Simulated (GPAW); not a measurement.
# Screening of a field by NbSi2As4 monolayer

How does NbSi2As4 monolayer screen a perpendicular field?

Method: GPAW, PAW setups; layer in a repeated cell with vacuum, relaxation of atoms and in-plane cell, in the first sound run; inputs show where later runs differ, in GPAW 26.7.0.

### 1. The structure

The cell holds 7 atoms: 4 As, 2 Si and 1 Nb. Its edges and angles: a = 3.630 Å, b = 3.630 Å, c = 25.214 Å, α = 90.0°, β = 90.0°, γ = 120.0°. Vacuum lies along c.

Coordinates:

```cif
data_structure
_symmetry_space_group_name_H-M 'P 1'
_symmetry_Int_Tables_number 1
_cell_length_a 3.6300
_cell_length_b 3.6300
_cell_length_c 25.2144
_cell_angle_alpha 90.000
_cell_angle_beta 90.000
_cell_angle_gamma 120.000
_cell_volume 287.73
loop_
_atom_site_label
_atom_site_type_symbol
_atom_site_fract_x
_atom_site_fract_y
_atom_site_fract_z
_atom_site_occupancy
As1 As 0.00000 0.00000 0.31728 1
Si2 Si 0.33333 0.66667 0.34750 1
As3 As 0.33333 0.66667 0.43594 1
Nb4 Nb 0.00000 0.00000 0.50000 1
As5 As 0.33333 0.66667 0.56406 1
Si6 Si 0.33333 0.66667 0.65250 1
As7 As 0.00000 0.00000 0.68272 1
```

### 2. Relaxing the atoms

The atoms are relaxed first, since the surface dipole, and with it the work function, follows the positions of the outer layers.

File run.py:

```python
import json
import numpy as np
from ase import Atoms
from ase.filters import FrechetCellFilter
from ase.optimize import BFGS
from gpaw import GPAW, PW

slab = Atoms(
    ['As', 'Si', 'As', 'Nb', 'As', 'Si', 'As'],
    positions=[
        [0.00000, 0.00000, 8.00000],
        [-0.00000, 2.09578, 8.76197],
        [-0.00000, 2.09578, 10.99197],
        [0.00000, 0.00000, 12.60722],
        [-0.00000, 2.09578, 14.22246],
        [-0.00000, 2.09578, 16.45246],
        [0.00000, 0.00000, 17.21443]],
    cell=[[3.63, 0.0, 0.0], [-1.815, 3.14367, 0.0], [0.0, 0.0, 25.2144]],
    pbc=[True, True, True],
    magmoms=[0.0, 0.0, 0.0, 1.0, 0.0, 0.0, 0.0])

slab.calc = GPAW(mode=PW(600), xc='PBE', kpts={'size': (9, 9, 1), 'gamma': True},
                 occupations={'name': 'fermi-dirac', 'width': 0.05}, nbands='200%',
                 convergence={'density': 1e-05}, maxiter=200,
                 symmetry={'tolerance': 1e-3}, txt='slab.txt')
result = {}
# The in-plane cell is free; stress needs a cell that repeats along all three vectors
path = []
opt = BFGS(FrechetCellFilter(slab, mask=[1, 1, 0, 0, 0, 1]), maxstep=0.2)
opt.attach(lambda: path.append((slab.get_potential_energy(), slab.positions.tolist(), slab.get_forces().tolist())))
result['relaxed'] = bool(opt.run(fmax=0.02, steps=45))
result['path'] = path
result['cell'] = slab.cell.tolist()
print('in-plane lattice', slab.cell.cellpar().round(4)[[0, 1, 5]])
energy = slab.get_potential_energy()
fermi = slab.calc.get_fermi_level()
v = slab.calc.get_electrostatic_potential().mean((0, 1)) - fermi
n = slab.calc.get_pseudo_density().mean((0, 1))
L = slab.cell[2, 2]
z = np.arange(len(v)) * L / len(v)
low, high = slab.positions[:, 2].min(), slab.positions[:, 2].max()
below, above = np.interp([low - 5.8, high + 5.8], z, v)
slopes = [np.interp(x, z, np.gradient(v, z)) for x in (low - 5.8, high + 5.8)]
eps = np.array([[slab.calc.get_eigenvalues(k, s) for k in range(len(slab.calc.get_ibz_k_points()))]
                for s in range(slab.calc.get_number_of_spins())]) - fermi
top, bottom = eps[eps < 0].max(), eps[eps > 0].min()
dipole = slab.get_dipole_moment()[2]
print(f'energy {energy:.4f} eV, Fermi level {fermi:.4f} eV, dipole {dipole:.5f} e A')
print(f'potential 5.8 A off the faces, from the Fermi level: lower {below:.4f} eV, upper {above:.4f} eV')
print(f'slope of the potential there: lower {slopes[0]:.5f}, upper {slopes[1]:.5f} eV/A')
print(f'nearest levels on the mesh: {top:.4f} and {bottom:.4f} eV')
print('magnetic moment', round(slab.get_magnetic_moment(), 3))
result.update(energy=energy, fermi=fermi, dipole=dipole, below=below, above=above, slopes=slopes, edges=[top, bottom],
              z=z.tolist(), v=v.tolist(), n=n.tolist(), positions=slab.positions.tolist(),
              forces=slab.get_forces(apply_constraint=False).tolist(), moments=slab.get_magnetic_moments().tolist())
json.dump(result, open('result.json', 'w'))
```

Command:

```console
OMP_NUM_THREADS=1 OPENBLAS_NUM_THREADS=1 python run.py
```

Log:

```text
Step          Energy          fmax
BFGS:    0      -39.399754        3.388013
BFGS:    1      -39.925993        2.837396
BFGS:    2      -40.797753        0.945854
BFGS:    3      -40.826613        0.603743
BFGS:    4      -40.862444        0.495650
BFGS:    5      -40.918390        0.567365
BFGS:    6      -40.953307        0.395317
BFGS:    7      -40.965533        0.176084
BFGS:    8      -40.968734        0.166749
BFGS:    9      -40.971090        0.171533
BFGS:   10      -40.973838        0.165420
BFGS:   11      -40.977429        0.197967
BFGS:   12      -40.981344        0.181578
BFGS:   13      -40.983877        0.124307
BFGS:   14      -40.984702        0.044163
BFGS:   15      -40.984839        0.006592
in-plane lattice [  3.6805   3.6805 120.    ]
energy -40.9713 eV, Fermi level 0.6261 eV, dipole 0.00053 e A
potential 5.8 A off the faces, from the Fermi level: lower 5.0015 eV, upper 5.0000 eV
slope of the potential there: lower 0.00037, upper 0.00045 eV/A
nearest levels on the mesh: -0.0273 and 0.0357 eV
magnetic moment 0.0
```

It took 58 min on 1 thread of Arm Neoverse V1, shared host; peak memory 0.76 GiB.

This step gave:

```
dipole along the normal                    : 5.29e-4 e·Å
levels nearest the Fermi level on the mesh : -0.02726, 0.03569 eV from the Fermi level
sum of the site moments                    : 0 μB
```

Electrostatic potential energy of an electron (without an applied field's), less the Fermi level, planar mean against z:

```tsv
z (Å)	electrostatic potential energy of an electron (without an applied field's), less the Fermi level, planar mean (eV)
0.0	5.00
0.5	5.00
1.0	5.00
1.5	5.00
2.0	5.00
2.5	5.00
3.0	5.00
3.5	5.00
4.0	5.00
4.5	5.00
5.0	4.97
5.5	4.89
6.0	4.52
6.5	3.03
7.0	-2.49
7.5	-13.1
8.0	-10.6
8.5	-10.7
9.0	-7.09
9.5	0.336
10.0	2.11
10.5	-2.56
11.0	-11.9
11.5	-7.09
12.0	-6.75
12.5	-15.6
13.0	-10.7
13.5	-5.13
14.0	-11.5
14.5	-6.95
15.0	1.02
15.5	1.81
16.0	-3.33
16.5	-10.8
17.0	-9.42
17.5	-13.8
18.0	-7.19
18.5	1.43
19.0	4.11
19.5	4.78
20.0	4.95
20.5	4.99
21.0	5.00
21.5	5.00
22.0	5.00
22.5	5.00
23.0	5.00
23.5	5.00
24.0	5.00
24.5	5.00
25.0	5.00
```

The pseudo valence density, planar mean oscillates, so the rows of the table below give means over windows of 1 Å about each position, cut where the curve ends. Its maxima inside the range that stand out by 2 % of the span (Å: e/Å³): 7.2: 0.256, 8.1: 0.384, 10.7: 0.244, 12.6: 1.04, 14.5: 0.244, 17.2: 0.384, 18.0: 0.256. Its minima: 7.5: 0.178, 9.8: 0.125, 11.0: 0.165, 14.2: 0.165, 15.4: 0.125, 17.7: 0.178.

Table of pseudo valence density, planar mean by z; means over each step:

z (Å), pseudo valence density, planar mean (e/Å³) and a bar:
```
        3       0.00 
        4       0.00 
        5       0.00 
        6       0.03 #
        7       0.19 ########
        8       0.31 ##############
        9       0.19 ########
       10       0.15 #######
       11       0.23 ##########
       12       0.54 ########################
       13       0.68 ##############################
       14       0.26 ###########
       15       0.18 ########
       16       0.16 #######
       17       0.32 ##############
       18       0.21 #########
       19       0.05 ##
       20       0.00 
       21       0.00 
       22       0.00
```

The relaxation lowered the energy of the cell by 1.59 eV (energies extrapolated to zero smearing; the optimiser's log prints free energies). The largest force left on a free atom is 0.0066 eV/Å.

### 3. The slab's potential

The work function is the vacuum plateau of the electrostatic potential less the Fermi level; a dipole layer lets the two faces have plateaus of their own.

This step: GPAW, PAW setups; slab in vacuum (GPAW 26.7.0).

The cell differs from the one that the last finished run ended in (c 25.214 → 26.034 Å).

run.py, as its differences from that of step 2:

```diff
@@ -3,4 +3,2 @@
 from ase import Atoms
-from ase.filters import FrechetCellFilter
-from ase.optimize import BFGS
 from gpaw import GPAW, PW
@@ -11,25 +9,18 @@
         [0.00000, 0.00000, 8.00000],
-        [-0.00000, 2.09578, 8.76197],
-        [-0.00000, 2.09578, 10.99197],
-        [0.00000, 0.00000, 12.60722],
-        [-0.00000, 2.09578, 14.22246],
-        [-0.00000, 2.09578, 16.45246],
-        [0.00000, 0.00000, 17.21443]],
-    cell=[[3.63, 0.0, 0.0], [-1.815, 3.14367, 0.0], [0.0, 0.0, 25.2144]],
-    pbc=[True, True, True],
+        [-0.00000, 2.12493, 9.09961],
+        [-0.00000, 2.12493, 11.47725],
+        [0.00000, 0.00000, 13.01694],
+        [-0.00000, 2.12493, 14.55662],
+        [-0.00000, 2.12493, 16.93426],
+        [0.00000, -0.00000, 18.03387]],
+    cell=[[3.6805, -0.0, 0.0], [-1.84025, 3.1874, 0.0], [0.0, 0.0, 26.0339]],
+    pbc=[True, True, False],
     magmoms=[0.0, 0.0, 0.0, 1.0, 0.0, 0.0, 0.0])
 
-slab.calc = GPAW(mode=PW(600), xc='PBE', kpts={'size': (9, 9, 1), 'gamma': True},
+slab.calc = GPAW(mode=PW(400), xc='PBE', kpts={'size': (9, 9, 1), 'gamma': True},
                  occupations={'name': 'fermi-dirac', 'width': 0.05}, nbands='200%',
                  convergence={'density': 1e-05}, maxiter=200,
+                 poissonsolver={'dipolelayer': 'xy'},
                  symmetry={'tolerance': 1e-3}, txt='slab.txt')
 result = {}
-# The in-plane cell is free; stress needs a cell that repeats along all three vectors
-path = []
-opt = BFGS(FrechetCellFilter(slab, mask=[1, 1, 0, 0, 0, 1]), maxstep=0.2)
-opt.attach(lambda: path.append((slab.get_potential_energy(), slab.positions.tolist(), slab.get_forces().tolist())))
-result['relaxed'] = bool(opt.run(fmax=0.02, steps=45))
-result['path'] = path
-result['cell'] = slab.cell.tolist()
-print('in-plane lattice', slab.cell.cellpar().round(4)[[0, 1, 5]])
 energy = slab.get_potential_energy()
```

Log:

```text
energy -40.9541 eV, Fermi level 0.4491 eV, dipole -0.00075 e A
potential 5.8 A off the faces, from the Fermi level: lower 4.9960 eV, upper 5.0053 eV
slope of the potential there: lower -0.00006, upper 0.00006 eV/A
nearest levels on the mesh: -0.0272 and 0.0357 eV
magnetic moment 0.0
```

Elapsed: 4.2 min, on 1 thread; peak memory 0.35 GiB.

Numbers from this step:

* dipole along the normal: -7.45e-4 e·Å
* levels nearest the Fermi level on the mesh: -0.02719, 0.03572 eV from the Fermi level
* upper work function: 5.005 eV
* lower work function: 4.996 eV

The electrostatic potential energy of an electron (without an applied field's), less the Fermi level, planar mean by z:

```tsv
z (Å)	electrostatic potential energy of an electron (without an applied field's), less the Fermi level, planar mean (eV)
0.0	5.00
0.5	5.00
1.0	5.00
1.5	5.00
2.0	5.00
2.5	5.00
3.0	5.00
3.5	5.00
4.0	5.00
4.5	4.99
5.0	4.99
5.5	4.96
6.0	4.84
6.5	4.37
7.0	2.45
7.5	-4.31
8.0	-13.9
8.5	-9.86
9.0	-11.0
9.5	-5.48
10.0	1.10
10.5	1.80
11.0	-4.30
11.5	-12.2
12.0	-5.98
12.5	-8.21
13.0	-16.1
13.5	-8.87
14.0	-5.68
14.5	-12.1
15.0	-4.98
15.5	1.63
16.0	1.31
16.5	-4.87
17.0	-11.0
17.5	-9.61
18.0	-14.0
18.5	-5.08
19.0	2.21
19.5	4.32
20.0	4.84
20.5	4.96
21.0	5.00
21.5	5.00
22.0	5.00
22.5	5.01
23.0	5.01
23.5	5.01
24.0	5.01
24.5	5.01
25.0	5.01
25.5	5.01
```

The pseudo valence density, planar mean oscillates, so the rows of the table below give means over windows of 1 Å about each position, cut where the curve ends. Its maxima inside the range that stand out by 2 % of the span (Å: e/Å³): 7.5: 0.249, 8.5: 0.387, 11.0: 0.246, 12.9: 0.999, 15.0: 0.246, 17.5: 0.387, 18.5: 0.249. Its minima: 7.9: 0.180, 10.2: 0.125, 11.5: 0.165, 14.6: 0.165, 15.8: 0.125, 18.1: 0.180.

Table of pseudo valence density, planar mean by z; means over each step:

```tsv
z (Å)	pseudo valence density, planar mean (e/Å³)
4	3.4e-5
5	5.8e-4
6	0.00969
7	0.117
8	0.258
9	0.266
10	0.142
11	0.201
12	0.341
13	0.804
14	0.355
15	0.202
16	0.141
17	0.259
18	0.262
19	0.124
20	0.0108
21	6.4e-4
22	3.7e-5
```

The potential is flat to 6.4e-5 eV/Å where it is read, so the vacuum is wide enough.

### 4. In a field

A uniform field along the normal polarises the slab; the atoms stay fixed, so this is the electronic response alone.

run.py, as its differences from that of step 3:

```diff
@@ -4,2 +4,3 @@
 from gpaw import GPAW, PW
+from gpaw.external import ConstantElectricField
 
@@ -23,2 +24,3 @@
                  poissonsolver={'dipolelayer': 'xy'},
+                 external=ConstantElectricField(-0.2, [0, 0, 1]),
                  symmetry={'tolerance': 1e-3}, txt='slab.txt')
```

Log:

```text
energy -40.9698 eV, Fermi level 0.4475 eV, dipole -0.15784 e A
potential 5.8 A off the faces, from the Fermi level: lower 3.7860 eV, upper 6.2218 eV
slope of the potential there: lower -0.00013, upper -0.00000 eV/A
nearest levels on the mesh: -0.0273 and 0.0358 eV
magnetic moment -0.0
```

Wall time 14 min (1 thread); peak memory 0.64 GiB.

Numbers from this step:

- dipole along the normal: -0.1578 e·Å
- levels nearest the Fermi level on the mesh: -0.02729, 0.03584 eV from the Fermi level
- potential below the slab, the applied field's own ramp left out: 3.786 eV from the Fermi level
- potential above the slab, the applied field's own ramp left out: 6.222 eV from the Fermi level

The electrostatic potential energy of an electron (without an applied field's), less the Fermi level, planar mean oscillates, so the rows of the table below give means over windows of 1.77 Å about each position, cut where the curve ends. Its maxima inside the range that stand out by 2 % of the span (Å: eV): 8.6: -10.2, 10.3: 1.70, 12.2: -5.18, 13.8: -4.86, 15.7: 2.75, 17.4: -8.56, 24.3: 6.22. Its minima: 8.0: -15.0, 9.1: -11.8, 11.5: -12.6, 13.0: -16.2, 14.6: -11.9, 17.0: -10.3, 18.0: -13.1.

The electrostatic potential energy of an electron (without an applied field's), less the Fermi level, planar mean by z; means over each step:

```tsv
z (Å)	electrostatic potential energy of an electron (without an applied field's), less the Fermi level, planar mean (eV)
0.89	3.91
2.66	3.79
4.43	3.78
6.20	3.18
7.97	-9.33
9.74	-3.96
11.51	-7.03
13.28	-10.1
15.05	-4.09
16.82	-6.07
18.59	-3.42
20.36	6.06
22.13	6.22
23.90	6.22
25.67	6.12
```

The dipole is now -0.158 e Å, against -7.5e-4 in the run without a field.

### 5. Field on

run.py, as its differences from that of step 4:

```diff
@@ -24,3 +24,3 @@
                  poissonsolver={'dipolelayer': 'xy'},
-                 external=ConstantElectricField(-0.2, [0, 0, 1]),
+                 external=ConstantElectricField(-0.1, [0, 0, 1]),
                  symmetry={'tolerance': 1e-3}, txt='slab.txt')
```

Log:

```text
energy -40.9580 eV, Fermi level 0.4487 eV, dipole -0.07894 e A
potential 5.8 A off the faces, from the Fermi level: lower 4.3924 eV, upper 5.6105 eV
slope of the potential there: lower -0.00010, upper 0.00003 eV/A
nearest levels on the mesh: -0.0271 and 0.0356 eV
magnetic moment -0.001
```

It took 16 min on 1 thread; peak memory 0.64 GiB.

This step gave:

```yaml
dipole_along_the_normal: -0.07894 e·Å
levels_nearest_the_fermi_level_on_the_mesh: -0.02713, 0.03560 eV from the Fermi level
potential_below_the_slab_the_applied_field_s_own_ramp_left_out: 4.392 eV from the Fermi level
potential_above_the_slab_the_applied_field_s_own_ramp_left_out: 5.611 eV from the Fermi level
```

The electrostatic potential energy of an electron (without an applied field's), less the Fermi level, planar mean oscillates, so the rows of the table below give means over windows of 1 Å about each position, cut where the curve ends. Its maxima inside the range that stand out by 2 % of the span (Å: eV): 8.6: -9.82, 10.3: 1.97, 12.2: -5.10, 13.8: -4.94, 15.7: 2.49, 17.4: -8.98. Its minima: 8.0: -14.5, 9.1: -11.4, 11.5: -12.4, 13.0: -16.2, 14.6: -12.1, 17.0: -10.7, 18.0: -13.6.

Electrostatic potential energy of an electron (without an applied field's), less the Fermi level, planar mean against z; means over each step:

```tsv
z (Å)	electrostatic potential energy of an electron (without an applied field's), less the Fermi level, planar mean (eV)
0	4.62
1	4.39
2	4.39
3	4.39
4	4.39
5	4.38
6	4.19
7	1.10
8	-11.5
9	-9.94
10	-0.210
11	-5.06
12	-7.78
13	-13.1
14	-7.49
15	-5.14
16	0.593
17	-9.01
18	-10.7
19	1.89
20	5.37
21	5.60
22	5.61
23	5.61
24	5.61
25	5.61
```

The dipole is now -0.0789 e Å, against -7.5e-4 in the run without a field.

### 6. Field on

run.py, as its differences from that of step 5:

```diff
@@ -24,3 +24,3 @@
                  poissonsolver={'dipolelayer': 'xy'},
-                 external=ConstantElectricField(-0.1, [0, 0, 1]),
+                 external=ConstantElectricField(-0.05, [0, 0, 1]),
                  symmetry={'tolerance': 1e-3}, txt='slab.txt')
```

Log:

```text
energy -40.9550 eV, Fermi level 0.4490 eV, dipole -0.03946 e A
potential 5.8 A off the faces, from the Fermi level: lower 4.6964 eV, upper 5.3053 eV
slope of the potential there: lower -0.00008, upper 0.00005 eV/A
nearest levels on the mesh: -0.0271 and 0.0356 eV
magnetic moment 0.001
```

It took 17 min on 1 thread; peak memory 0.64 GiB.

### 7. In a field

run.py, as its differences from that of step 6:

```diff
@@ -24,3 +24,3 @@
                  poissonsolver={'dipolelayer': 'xy'},
-                 external=ConstantElectricField(-0.05, [0, 0, 1]),
+                 external=ConstantElectricField(0.05, [0, 0, 1]),
                  symmetry={'tolerance': 1e-3}, txt='slab.txt')
```

Log:

```text
energy -40.9550 eV, Fermi level 0.4491 eV, dipole 0.03946 e A
potential 5.8 A off the faces, from the Fermi level: lower 5.3052 eV, upper 4.6963 eV
slope of the potential there: lower -0.00005, upper 0.00008 eV/A
nearest levels on the mesh: -0.0272 and 0.0357 eV
magnetic moment 0.0
```

Run time: 18 min. Hardware: 1 thread; peak memory 0.64 GiB.

The electrostatic potential energy of an electron (without an applied field's), less the Fermi level, planar mean oscillates, so the rows of the table below give means over windows of 1 Å about each position, cut where the curve ends. Its maxima inside the range that stand out by 2 % of the span (Å: eV): 8.6: -9.19, 10.3: 2.36, 12.2: -4.98, 13.8: -5.06, 15.7: 2.10, 17.4: -9.61. Its minima: 8.0: -13.8, 9.1: -10.9, 11.5: -12.2, 13.0: -16.2, 14.6: -12.3, 17.0: -11.2, 18.0: -14.3.

The electrostatic potential energy of an electron (without an applied field's), less the Fermi level, planar mean by z; means over each step:

```tsv
z (Å)	electrostatic potential energy of an electron (without an applied field's), less the Fermi level, planar mean (eV)
0	5.19
1	5.31
2	5.31
3	5.30
4	5.30
5	5.29
6	5.09
7	1.94
8	-10.8
9	-9.37
10	0.226
11	-4.76
12	-7.64
13	-13.1
14	-7.63
15	-5.43
16	0.162
17	-9.58
18	-11.5
19	1.05
20	4.47
21	4.68
22	4.70
23	4.70
24	4.70
25	4.70
```

### 8. In a field

run.py, as its differences from that of step 7:

```diff
@@ -24,3 +24,3 @@
                  poissonsolver={'dipolelayer': 'xy'},
-                 external=ConstantElectricField(0.05, [0, 0, 1]),
+                 external=ConstantElectricField(0.1, [0, 0, 1]),
                  symmetry={'tolerance': 1e-3}, txt='slab.txt')
```

Log:

```text
energy -40.9580 eV, Fermi level 0.4487 eV, dipole 0.07894 e A
potential 5.8 A off the faces, from the Fermi level: lower 5.6105 eV, upper 4.3924 eV
slope of the potential there: lower -0.00003, upper 0.00010 eV/A
nearest levels on the mesh: -0.0271 and 0.0356 eV
magnetic moment -0.001
```

Wall time 16 min (1 thread); peak memory 0.64 GiB.

The electrostatic potential energy of an electron (without an applied field's), less the Fermi level, planar mean oscillates, so the rows of the table below give means over windows of 1 Å about each position, cut where the curve ends. Its maxima inside the range that stand out by 2 % of the span (Å: eV): 1.8: 5.61, 8.6: -8.98, 10.3: 2.49, 12.2: -4.94, 13.8: -5.10, 15.7: 1.97, 17.4: -9.82. Its minima: 8.0: -13.6, 9.1: -10.7, 11.5: -12.1, 13.0: -16.2, 14.6: -12.4, 17.0: -11.4, 18.0: -14.5.

Table of electrostatic potential energy of an electron (without an applied field's), less the Fermi level, planar mean by z; means over each step:

z (Å), electrostatic potential energy of an electron (without an applied field's), less the Fermi level, planar mean (eV) and a bar from the least value:
```
        0        5.4 ##############################
        1        5.6 ##############################
        2        5.6 ##############################
        3        5.6 ##############################
        4        5.6 ##############################
        5        5.6 ##############################
        6        5.4 ##############################
        7        2.2 #########################
        8      -10.6 ####
        9       -9.2 ######
       10        0.4 ######################
       11       -4.7 ##############
       12       -7.6 #########
       13      -13.1 
       14       -7.7 #########
       15       -5.5 ############
       16        0.0 #####################
       17       -9.8 #####
       18      -11.7 ##
       19        0.8 ######################
       20        4.2 ############################
       21        4.4 ############################
       22        4.4 ############################
       23        4.4 ############################
       24        4.4 ############################
       25        4.4 ############################
```

The dipole is now 0.0789 e Å, against -7.5e-4 in the run without a field.

(Continued in part 2 of 2.)

[Logs are printed without paths, hosts, clocks, repeated set-up lines and the standing remarks that a program may print on its own settings, such as how far it seeks lower states.]

[Hosts, paths, dates, database ids (printed as entryN), source tags and the programs' standing remarks are cut or masked in the printed files.]
